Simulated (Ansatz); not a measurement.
Rows from a G0W0 calculation on LaZn3P3 (P6_3/mmc) (Ansatz 0.2.0; G0W0 on r2SCAN, plane waves, PAW; PAW set soft_1; 6×6×2 mesh, 500 empty bands, screening to 84 eV, PAW set soft_1 files), in eV. Spin-orbit coupling is left out.

```
row      Σx     Σc     Vxc     Z
  A   -9.44  -3.38  -12.87  0.78
  B  -11.17  -4.25  -16.07  0.76
  C  -19.92   1.66  -18.08  0.77
  D   -9.78  -3.41  -13.26  0.77
  E   -9.62  -3.76  -13.63  0.78
  F  -18.13   1.86  -16.09  0.76
```

Q: Which rows are filled states and which are empty ones, and how can one tell?

Filled: C and F. Empty: A, B, D and E. The sign of Σc tells: for a filled state bare exchange, which holds its interaction with itself, lies below Vxc (Σx − Vxc is -1.8 eV or lower here) and screening gives part back as a positive Σc. For an empty state Σx lies above Vxc (+3.4 eV or more) and the Coulomb hole leaves Σc negative.

[Paths, hosts, dates, memory and timing lines, banners, echoed tables and standing remarks are left out of the program output.]

[Logs are printed without paths, hosts, clocks, repeated set-up lines and the standing remarks that a program may print on its own settings, such as how far it seeks lower states.]

[Runs of the session that timed out or met a known fault of the program may be left out.]

[Cells called generated may have been cut or substituted from an entry of the Crystallography Open Database or the Materials Project.]

[Hosts, paths, dates, database ids (printed as entryN), source tags and the programs' standing remarks are cut or masked in the printed files.]
